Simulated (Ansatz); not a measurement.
# C on Mo(100): change of the work function

Aim: the work function of Mo(100) at several coverages of C (hollow site), and the dipole that each adsorbate carries.

Program: Ansatz 0.2.0. Level of theory: plane-wave DFT, PBE, Ansatz PAW. Values are calculated unless marked as measured.

## (1) The starting structure

The cell holds 4 atoms: 4 Mo. Its edges and angles: a = 3.150 Å, b = 3.150 Å, c = 22.725 Å, α = 90.0°, β = 90.0°, γ = 90.0°. Vacuum lies along c.

## (2) The clean slab

The bare slab comes first, as the zero from which every change is counted. The two lowest layers are held at bulk places and the upper ones relax. The dipole correction removes the false field that a one-sided slab makes across the periodic vacuum, so each face gets a flat vacuum level of its own.

input.yaml

```yaml
crystal:
  lattice:
    - [3.15, 0.0, 0.0]
    - [0.0, 3.15, 0.0]
    - [0.0, 0.0, 22.725]
  atoms:
    - { symbol: Mo, position: [0.5, 0.5, 0.396039604] }
    - { symbol: Mo, position: [0.0, 0.0, 0.4653465347] }
    - { symbol: Mo, position: [0.5, 0.5, 0.5346534653] }
    - { symbol: Mo, position: [0.0, 0.0, 0.603960396] }
kpoints:
  mp_grid: { grid: [12, 12, 1] }
hamiltonian:
  xc: pbe
scf:
  occupations: { method: fermi_dirac, width: 0.1 }
  convergence: { dr2_threshold: 1.0e-08 }
efield:
  axis: 3
  dipole_correction: true
  ramp_position: 0.97
  ramp_width: 0.06
relax:
  f_tol: 0.02
  max_steps: 60
  constraints: [{ sites: [0, 1] }]
output:
  write_potential: true
  write_density: true
  volumetric_format: npy
```

Command:

```bash
ansatz run input.yaml --threads 4 --pin off --max-ram 16384MiB --backend cpu --events-out ev --progress --plain --runs-dir out
```

What it wrote:

```text
Engine: ansatz 0.2.0, aarch64-unknown-linux-gnu
Pseudopotentials: kind: paw
Pseudopotential: Mo, paw, valence charge 14, recommended cutoff 420 eV (normal), Mo.paw.azcp
Functional definition: PBE
  parameter kappa = 0.804
  parameter beta = 0.066725
  exchange = pbe_x(kappa = kappa, mu = beta*pi^2/3)
  correlation = pbe_c(beta = beta)
Crystal: 4 atoms, lattice volume = 225.489 Å³
Basis set: ecut = 420 eV, 4451 PW (Γ), exchange–correlation on 48×48×320 points (8 copies of the dense FFT grid, shifted against one another)
Bands: 34, of which v1, the nominal top of the filled ones, is band 28 counted from 1 (27 counted from 0)
Symmetry: 8 space group operations
k-points: 28 of 144
Non-local potential: Mo, projectors of the file, l = 0: 3, l = 1: 2, l = 2: 2, l = 3: 1
PAW form: soft (Blöchl's): semilocal exchange-correlation on the pseudo side does not see the compensation charge
PAW one-centre angular grid: Mo, 590 points (default); XC on 64 Gauss nodes
Initial density: superposition of atomic densities (neutral atoms: chi_scale 0, normalization atom), corrected by the library's trained network
Initial wavefunctions: pseudopotential atomic-orbital guess
Functional: x = pbe(κ = 0.804, μ = 0.219515), c = pbe(β = 0.066725)
SCF iter   1: F=—  HF=-19819.857183 eV  |F-HF|=—  |Δ(HF+E_count)|=         —  Δρ=6.46e-3  dr2=1.68e-1  ethr=1.77e-3  p=0.000 e·Å  D=5.31e-14 V/Å  ΔV_dip=-0.00 eV  dr2_dipole=4.23e-8  V_vac-E_F(+/−)=4.13/4.13 eV  ⟨swp⟩=7.9  Hψ=4534  notcnv=0
efield: sawtooth ramp at fractional position 0.9700 (set: `efield.ramp_position`, or a place that a band, a saddle search or an elastic batch's reference lends), width 0.0600; the density the first Hamiltonian is built on has a dipole p = 0.000 e·Å; the dipole correction subtracts the counter field D = 5.31e-14 V/Å, which shifts the + side's vacuum level by -0.00 eV against the − side's; the planar-averaged density in the ramp window peaks in size at 6.3e-6 e/Å³
preconditioner: auto → LDOS  [metal: Δε(μ)=0.004 eV  Ē_g=3.404 eV  σ=0.100 eV  W_gap=0.01  n_scr=42 (ndim 8)  ℏωp=12.1 eV  f_vac=0.620  D(μ)=5.04/eV (n_scr^D=18)  β→1.0]
SCF iter   2: F=—  HF=-19819.835507 eV  |F-HF|=—  |Δ(HF+E_count)|=   2.17e-2  Δρ=3.81e-3  dr2=6.65e-2  ethr=2.99e-4  p=-0.000 e·Å  D=-4.00e-6 V/Å  ΔV_dip=0.00 eV  dr2_dipole=5.03e-8  V_vac-E_F(+/−)=3.88/3.88 eV  ⟨swp⟩=2.1  Hψ=1706  notcnv=0
SCF iter   3: F=—  HF=-19819.832402 eV  |F-HF|=—  |Δ(HF+E_count)|=   3.10e-3  Δρ=9.68e-4  dr2=4.70e-3  ethr=1.19e-4  p=0.000 e·Å  D=4.44e-7 V/Å  ΔV_dip=-0.00 eV  dr2_dipole=8.26e-9  V_vac-E_F(+/−)=3.92/3.92 eV  ⟨swp⟩=2.0  Hψ=1362  notcnv=0
SCF iter   4: F=—  HF=-19819.832390 eV  |F-HF|=—  |Δ(HF+E_count)|=   1.28e-5  Δρ=2.83e-4  dr2=4.47e-4  ethr=8.39e-6  p=0.000 e·Å  D=1.14e-6 V/Å  ΔV_dip=-0.00 eV  dr2_dipole=1.89e-12  V_vac-E_F(+/−)=3.88/3.88 eV  ⟨swp⟩=2.2  Hψ=1282  notcnv=0
SCF iter   5: F=—  HF=-19819.832356 eV  |F-HF|=—  |Δ(HF+E_count)|=   3.39e-5  Δρ=7.75e-5  dr2=1.80e-5  ethr=7.98e-7  p=0.000 e·Å  D=1.07e-6 V/Å  ΔV_dip=-0.00 eV  dr2_dipole=2.30e-11  V_vac-E_F(+/−)=3.87/3.87 eV  ⟨swp⟩=2.6  Hψ=1580  notcnv=0
SCF iter   6: F=—  HF=-19819.832363 eV  |F-HF|=—  |Δ(HF+E_count)|=   7.48e-6  Δρ=2.58e-5  dr2=3.87e-6  ethr=3.22e-8  p=0.000 e·Å  D=6.49e-7 V/Å  ΔV_dip=-0.00 eV  dr2_dipole=3.10e-11  V_vac-E_F(+/−)=3.87/3.87 eV  ⟨swp⟩=2.8  Hψ=1817  notcnv=0
SCF iter   7: F=—  HF=-19819.832426 eV  |F-HF|=—  |Δ(HF+E_count)|=   6.27e-5  Δρ=7.78e-6  dr2=1.65e-7  ethr=6.91e-9  p=0.000 e·Å  D=3.86e-7 V/Å  ΔV_dip=-0.00 eV  dr2_dipole=2.72e-12  V_vac-E_F(+/−)=3.87/3.87 eV  ⟨swp⟩=2.1  Hψ=1328  notcnv=0
SCF iter   8: F=—  HF=-19819.832426 eV  |F-HF|=—  |Δ(HF+E_count)|=   2.54e-7  Δρ=2.79e-6  dr2=1.63e-8  ethr=2.94e-10  p=0.000 e·Å  D=2.09e-7 V/Å  ΔV_dip=-0.00 eV  dr2_dipole=4.63e-13  V_vac-E_F(+/−)=3.87/3.87 eV  ⟨swp⟩=2.8  Hψ=1941  notcnv=0
SCF iter   9: F=-19819.832426 eV  HF=-19819.832426 eV  |F-HF|=1.78e-9  |Δ(HF+E_count)|=   7.14e-8  Δρ=7.77e-7  dr2=2.00e-9  ethr=1.79e-11  p=0.000 e·Å  D=7.87e-8 V/Å  ΔV_dip=-0.00 eV  dr2_dipole=1.30e-14  V_vac-E_F(+/−)=3.87/3.87 eV  ⟨swp⟩=10.3  Hψ=6762  notcnv=0
SCF 1 converged in 9 iterations: F = -19819.832426 eV  dr2 = 2.00e-9
  greatest PAW one-centre occupation: 0.998 electrons in one spin orbital (limit 2), on the Mo atom at site 3 (counted from 0), in its partial waves of l = 0
relax step   1: F+E_penalty+E_count = -19819.83242618 eV  Δ(F+E_penalty+E_count) = +0.000e0 eV  max|allowed force component| = 1.563e0 eV/Å  Δτ_max = 0.0000 Å  (9 SCF iters, accepted)
Initial density: handed on by an earlier stage of this run
Initial wavefunctions: those handed on with the density
iter 1 solved again at ethr=1.37e-3 eV; its pass at ethr=3.10e-3 eV (dr2=7.67e-1 eV) is discarded
SCF iter   1: F=—  HF=-19819.972387 eV  |F-HF|=—  |Δ(HF+E_count)|=         —  Δρ=1.17e-2  dr2=8.97e-1  ethr=1.37e-3  p=0.000 e·Å  D=2.00e-6 V/Å  ΔV_dip=-0.00 eV  dr2_dipole=1.48e-1  V_vac-E_F(+/−)=3.95/3.95 eV  ⟨swp⟩=1.7  Hψ=3994  notcnv=0
efield: sawtooth ramp at fractional position 0.9700 (set: `efield.ramp_position`, or a place that a band, a saddle search or an elastic batch's reference lends), width 0.0600; the density the first Hamiltonian is built on has a dipole p = 0.000 e·Å; the dipole correction subtracts the counter field D = 2.00e-6 V/Å, which shifts the + side's vacuum level by -0.00 eV against the − side's; the planar-averaged density in the ramp window peaks in size at 3.6e-6 e/Å³
preconditioner: auto → LDOS  [metal: Δε(μ)=0.032 eV  Ē_g=3.589 eV  σ=0.100 eV  W_gap=0.08  n_scr=42 (ndim 8)  ℏωp=12.1 eV  f_vac=0.627  D(μ)=4.75/eV (n_scr^D=14)  β→1.0]
SCF iter   2: F=—  HF=-19819.959709 eV  |F-HF|=—  |Δ(HF+E_count)|=   1.27e-2  Δρ=6.99e-3  dr2=2.69e-1  ethr=1.37e-3  p=0.002 e·Å  D=1.33e-3 V/Å  ΔV_dip=-0.03 eV  dr2_dipole=5.55e-5  V_vac-E_F(+/−)=3.83/3.86 eV  ⟨swp⟩=2.6  Hψ=1633  notcnv=0
SCF iter   3: F=—  HF=-19819.938875 eV  |F-HF|=—  |Δ(HF+E_count)|=   2.08e-2  Δρ=3.48e-3  dr2=6.96e-2  ethr=4.81e-4  p=-0.001 e·Å  D=-5.15e-4 V/Å  ΔV_dip=0.01 eV  dr2_dipole=7.95e-4  V_vac-E_F(+/−)=3.89/3.88 eV  ⟨swp⟩=2.3  Hψ=1716  notcnv=0
SCF iter   4: F=—  HF=-19819.932358 eV  |F-HF|=—  |Δ(HF+E_count)|=   6.52e-3  Δρ=5.12e-4  dr2=1.23e-3  ethr=1.24e-4  p=-0.001 e·Å  D=-4.45e-4 V/Å  ΔV_dip=0.01 eV  dr2_dipole=5.08e-6  V_vac-E_F(+/−)=3.88/3.87 eV  ⟨swp⟩=2.0  Hψ=1281  notcnv=0
SCF iter   5: F=—  HF=-19819.932189 eV  |F-HF|=—  |Δ(HF+E_count)|=   1.69e-4  Δρ=2.46e-4  dr2=3.81e-4  ethr=2.19e-6  p=-0.000 e·Å  D=-3.42e-4 V/Å  ΔV_dip=0.01 eV  dr2_dipole=1.77e-5  V_vac-E_F(+/−)=3.88/3.87 eV  ⟨swp⟩=2.1  Hψ=1355  notcnv=0
[...]
SCF iter   4: F=—  HF=-19819.995783 eV  |F-HF|=—  |Δ(HF+E_count)|=   8.35e-4  Δρ=1.70e-4  dr2=7.94e-5  ethr=1.71e-5  p=0.002 e·Å  D=1.50e-3 V/Å  ΔV_dip=-0.03 eV  dr2_dipole=3.57e-8  V_vac-E_F(+/−)=3.83/3.87 eV  ⟨swp⟩=2.1  Hψ=1234  notcnv=0
SCF iter   5: F=—  HF=-19819.995790 eV  |F-HF|=—  |Δ(HF+E_count)|=   7.81e-6  Δρ=6.33e-5  dr2=2.25e-5  ethr=1.42e-7  p=0.002 e·Å  D=1.35e-3 V/Å  ΔV_dip=-0.03 eV  dr2_dipole=2.56e-6  V_vac-E_F(+/−)=3.83/3.86 eV  ⟨swp⟩=2.6  Hψ=1573  notcnv=0
SCF iter   6: F=—  HF=-19819.995792 eV  |F-HF|=—  |Δ(HF+E_count)|=   1.58e-6  Δρ=2.10e-5  dr2=1.94e-6  ethr=4.01e-8  p=0.002 e·Å  D=1.32e-3 V/Å  ΔV_dip=-0.03 eV  dr2_dipole=1.27e-7  V_vac-E_F(+/−)=3.83/3.86 eV  ⟨swp⟩=2.1  Hψ=1228  notcnv=0
SCF iter   7: F=—  HF=-19819.995852 eV  |F-HF|=—  |Δ(HF+E_count)|=   6.03e-5  Δρ=5.32e-6  dr2=1.22e-7  ethr=3.46e-9  p=0.002 e·Å  D=1.32e-3 V/Å  ΔV_dip=-0.03 eV  dr2_dipole=4.36e-9  V_vac-E_F(+/−)=3.83/3.86 eV  ⟨swp⟩=2.4  Hψ=1589  notcnv=0
SCF iter   8: F=—  HF=-19819.995852 eV  |F-HF|=—  |Δ(HF+E_count)|=   1.00e-7  Δρ=1.60e-6  dr2=1.75e-8  ethr=2.18e-10  p=0.002 e·Å  D=1.31e-3 V/Å  ΔV_dip=-0.03 eV  dr2_dipole=3.63e-9  V_vac-E_F(+/−)=3.83/3.86 eV  ⟨swp⟩=2.8  Hψ=1764  notcnv=0
SCF iter   9: F=-19819.995852 eV  HF=-19819.995852 eV  |F-HF|=9.71e-10  |Δ(HF+E_count)|=   8.04e-9  Δρ=5.20e-7  dr2=1.68e-9  ethr=1.79e-11  p=0.002 e·Å  D=1.32e-3 V/Å  ΔV_dip=-0.03 eV  dr2_dipole=8.97e-13  V_vac-E_F(+/−)=3.83/3.86 eV  ⟨swp⟩=9.5  Hψ=6427  notcnv=0
SCF 3 converged in 9 iterations: F = -19819.995852 eV  dr2 = 1.68e-9
relax step   3: F+E_penalty+E_count = -19819.99585247 eV  Δ(F+E_penalty+E_count) = -6.360e-2 eV  max|allowed force component| = 3.074e-2 eV/Å  Δτ_max = 0.0603 Å  (9 SCF iters, accepted)
SCF iter   1: F=—  HF=-19819.996165 eV  |F-HF|=—  |Δ(HF+E_count)|=         —  Δρ=8.57e-4  dr2=8.98e-3  ethr=9.06e-5  p=0.002 e·Å  D=1.32e-3 V/Å  ΔV_dip=-0.03 eV  dr2_dipole=1.81e-3  V_vac-E_F(+/−)=3.83/3.86 eV  ⟨swp⟩=1.9  Hψ=1536  notcnv=0
efield: sawtooth ramp at fractional position 0.9700 (set: `efield.ramp_position`, or a place that a band, a saddle search or an elastic batch's reference lends), width 0.0600; the density the first Hamiltonian is built on has a dipole p = 0.002 e·Å; the dipole correction subtracts the counter field D = 1.32e-3 V/Å, which shifts the + side's vacuum level by -0.03 eV against the − side's; the planar-averaged density in the ramp window peaks in size at 1.1e-6 e/Å³
preconditioner: auto → LDOS  [metal: Δε(μ)=0.033 eV  Ē_g=3.506 eV  σ=0.100 eV  W_gap=0.08  n_scr=42 (ndim 8)  ℏωp=12.1 eV  f_vac=0.625  D(μ)=4.83/eV (n_scr^D=14)  β→1.0]
SCF iter   2: F=—  HF=-19819.996021 eV  |F-HF|=—  |Δ(HF+E_count)|=   1.44e-4  Δρ=5.39e-4  dr2=2.47e-3  ethr=1.60e-5  p=0.001 e·Å  D=1.04e-3 V/Å  ΔV_dip=-0.02 eV  dr2_dipole=2.34e-5  V_vac-E_F(+/−)=3.84/3.86 eV  ⟨swp⟩=1.2  Hψ=1182  notcnv=0
SCF iter   3: F=—  HF=-19819.995899 eV  |F-HF|=—  |Δ(HF+E_count)|=   1.22e-4  Δρ=2.39e-4  dr2=4.91e-4  ethr=4.40e-6  p=0.002 e·Å  D=1.20e-3 V/Å  ΔV_dip=-0.03 eV  dr2_dipole=2.95e-5  V_vac-E_F(+/−)=3.83/3.86 eV  ⟨swp⟩=2.0  Hψ=1265  notcnv=0
SCF iter   4: F=—  HF=-19819.995857 eV  |F-HF|=—  |Δ(HF+E_count)|=   4.24e-5  Δρ=3.09e-5  dr2=3.13e-6  ethr=8.78e-7  p=0.002 e·Å  D=1.22e-3 V/Å  ΔV_dip=-0.03 eV  dr2_dipole=6.45e-9  V_vac-E_F(+/−)=3.83/3.86 eV  ⟨swp⟩=2.3  Hψ=1244  notcnv=0
SCF iter   5: F=—  HF=-19819.995925 eV  |F-HF|=—  |Δ(HF+E_count)|=   6.88e-5  Δρ=1.41e-5  dr2=1.17e-6  ethr=5.58e-9  p=0.002 e·Å  D=1.24e-3 V/Å  ΔV_dip=-0.03 eV  dr2_dipole=4.04e-8  V_vac-E_F(+/−)=3.83/3.86 eV  ⟨swp⟩=3.4  Hψ=1792  notcnv=0
SCF iter   6: F=—  HF=-19819.995926 eV  |F-HF|=—  |Δ(HF+E_count)|=   2.80e-7  Δρ=5.13e-6  dr2=1.86e-7  ethr=2.09e-9  p=0.002 e·Å  D=1.28e-3 V/Å  ΔV_dip=-0.03 eV  dr2_dipole=5.71e-10  V_vac-E_F(+/−)=3.83/3.86 eV  ⟨swp⟩=2.1  Hψ=1172  notcnv=0
SCF iter   7: F=—  HF=-19819.995926 eV  |F-HF|=—  |Δ(HF+E_count)|=   5.30e-8  Δρ=1.57e-6  dr2=1.27e-8  ethr=3.32e-10  p=0.002 e·Å  D=1.30e-3 V/Å  ΔV_dip=-0.03 eV  dr2_dipole=2.23e-9  V_vac-E_F(+/−)=3.83/3.86 eV  ⟨swp⟩=2.1  Hψ=1377  notcnv=0
SCF iter   8: F=-19819.995926 eV  HF=-19819.995926 eV  |F-HF|=1.34e-9  |Δ(HF+E_count)|=   1.53e-8  Δρ=7.40e-7  dr2=3.55e-9  ethr=1.79e-11  p=0.002 e·Å  D=1.31e-3 V/Å  ΔV_dip=-0.03 eV  dr2_dipole=4.23e-10  V_vac-E_F(+/−)=3.83/3.86 eV  ⟨swp⟩=9.5  Hψ=6468  notcnv=0
SCF 4 converged in 8 iterations: F = -19819.995926 eV  dr2 = 3.55e-9
relax step   4: F+E_penalty+E_count = -19819.99592565 eV  Δ(F+E_penalty+E_count) = -7.318e-5 eV  max|allowed force component| = 1.546e-2 eV/Å  Δτ_max = 0.0082 Å  (8 SCF iters, accepted)
NSCF: frozen V_eff on 28 k-points
the band table was solved once a step of the walk had ended and its energy, with any forces and stress, was formed, with the checks that follow a solve (4367 applications of the Hamiltonian). They found nothing against the state; the energy, forces and stress were not computed again (output.eigenvalues in the input reference)
WARN: The output density's exchange-correlation potential varies sharply where the density is thin. Do not read a vacuum level from v_tot or v_xc, or from such a field of the output density. On a cell that repeats whose density bears no net charge and no dipole along the vacuum's axis use v_es (v_loc + v_h of the components); under efield.dipole_correction with no amplitude use v_es + v_field, which holds any externa [...]
SCF converged after 8 iterations
Free energy (F): -19819.995926 eV
Harris-Foulkes:  -19819.995926 eV  (|F-HF|=1.34e-9)
Internal energy: -19819.831584 eV  (E = F + TS)
E sigma→0 (E₀):  -19819.913755 eV
Entropy (-TS):   -0.164342 eV (-41.086 meV/atom)
Fermi energy:    3.091665 eV
Dipole field:    D = 0.001336 V/Å  (p = 0.001665 e·Å, saw-weighted, corrected)
Work function:   Φ+ = 3.8304 eV   Φ− = 3.8607 eV
Levels:          The Fermi level and band energies are counted from a zero that moves with the ramp; work functions are not
--- Per-component energies (eV) ---
  E_band       = -1200.370314
  E_kinetic    = 1757.431237
  E_local      = -61048.384503  (includes V_loc(G=0)·N_el)
  E_nonlocal   = 576.034451
  E_hartree    = 29500.156884
  E_xc         = -728.348904
  E_vxc        = -908.366798  (∫ρ·V_xc dr)
  E_paw        = -12806.173053  (= ΣΔE_a)
  E_vpaw       = -577.392229  (= ΣTr[D̂ρ^β])
  E_aug_tail   = 0.000173  (compensation charges beyond the density's cutoff)
  E_efield     = 0.000001  (sawtooth field / dipole correction)
  E_vefield    = 0.001109  (∫n·V_field dr)
  E_ewald      = 22929.452132
  E_smearing   = -0.164342  (= −TS)
  E_closure    = -0.000000  (closes the sum)
  Σ components = -19819.995926   (vs F -19819.995926, Δ=0.00e0)
--- Forces (eV/Å), atoms counted from 1 ---
  atom   1  Mo     0.00000000     0.00000000     1.65152032
  atom   2  Mo    -0.00000000    -0.00000000    -1.62582730
  atom   3  Mo    -0.00000000     0.00000000    -0.01546452
  atom   4  Mo    -0.00000000    -0.00000000    -0.01025982
  max |Σ_I F_I| component: 3.13e-5 eV/Å
--- Band table (eV; the first three rows and the last of 28) ---
  k-point 0: bands = [... 24 lower, 2.2590, 2.3854, 2.7744, 2.7744, 2.9609, 3.1738, 3.5683, 4.0581, ... 2 higher]
  k-point 1: bands = [... 24 lower, 2.1366, 2.5640, 2.6745, 2.8675, 3.0661, 3.2840, 3.3118, 4.2016, ... 2 higher]
  k-point 2: bands = [... 24 lower, 1.7856, 2.4339, 2.6427, 2.8755, 3.0846, 3.3152, 3.7837, 4.2707, ... 2 higher]
  k-point 27: bands = [... 24 lower, 2.0985, 2.0985, 4.6522, 4.7294, 4.7294, 4.7682, 5.2975, 5.5297, ... 2 higher]
--- Relaxed structure (4 steps of the walk, 4 accepted, 0 SCFs on fresh bases) ---
  F+E_penalty+E_count = -19819.99592565 eV   max|allowed force component| = 1.546e-2 eV/Å
  atoms:
    - { symbol: Mo, position: [0.500000, 0.500000, 0.396039604] }
    - { symbol: Mo, position: [0.0, 0.0, 0.4653465347] }
    - { symbol: Mo, position: [0.500000, 0.500000, 0.537601] }
    - { symbol: Mo, position: [-7.781659e-18, 0, 0.598409] }
```

It took 19 s on 4 threads of Arm Neoverse V1, shared host; peak memory 0.56 GiB.

Relaxation path:

```csv
step,energy less that of the first step (eV),largest force component (eV/Å)
1,0.0000,1.5631
2,-0.0998,1.2124
3,-0.1634,0.0307
4,-0.1635,0.0155
```

The run keeps the 8 symmetry operations that the program found, so distortions that break them were not tested.

The atoms that moved most (Å):

```csv
atom,dx,dy,dz,length
Mo4,0.000,0.000,-0.126,0.126
Mo3,0.000,0.000,0.067,0.067
```

Final coordinates:

```cif
data_structure
_symmetry_space_group_name_H-M 'P 1'
_symmetry_Int_Tables_number 1
_cell_length_a 3.1500
_cell_length_b 3.1500
_cell_length_c 22.7250
_cell_angle_alpha 90.000
_cell_angle_beta 90.000
_cell_angle_gamma 90.000
_cell_volume 225.49
loop_
_atom_site_label
_atom_site_type_symbol
_atom_site_fract_x
_atom_site_fract_y
_atom_site_fract_z
_atom_site_occupancy
Mo1 Mo 0.50000 0.50000 0.39604 1
Mo2 Mo 0.00000 0.00000 0.46535 1
Mo3 Mo 0.50000 0.50000 0.53760 1
Mo4 Mo 0.00000 0.00000 0.59841 1
```

Read from the output:

```
energy at zero smearing        : -19819.9138 eV
work function, upper face      : 3.830 eV
work function, lower face      : 3.861 eV
dipole along the normal        : 0.001665 e·Å
step between the vacuum levels : -0.03036 eV
```

Running mean over 1.575 Å of the planar mean; the ramp of the sawtooth is left out. Table of electron's electrostatic potential energy less the Fermi level by z:

```csv
z (Å),electron's electrostatic potential energy less the Fermi level (eV)
3,3.86
4,3.86
5,3.85
6,3.78
7,3.14
8,-2.54
9,-11.4
10,-12.3
11,-12.1
12,-12.7
13,-14.4
14,-9.24
15,1.07
16,3.54
17,3.80
18,3.83
19,3.83
```

The relaxation took 4 steps and lowered the energy by 0.16 eV; the largest force on the free atoms ends at 0.015 eV/Å.

The work function of the upper face is 3.83 eV.

(Continued in part 2 of 4.)

[Long decimals in the printed logs are rounded to 6 places.]

[Logs are printed without paths, hosts, clocks, repeated set-up lines and the standing remarks that a program may print on its own settings, such as how far it seeks lower states.]

[Hosts, paths, dates, database ids (printed as entryN), source tags and the programs' standing remarks are cut or masked in the printed files.]

[Maps of the electrostatic potential energy from Ansatz leave out the sawtooth potential of an applied field or a dipole correction, so their vacuum need not be flat; planar profiles and work functions include it.]
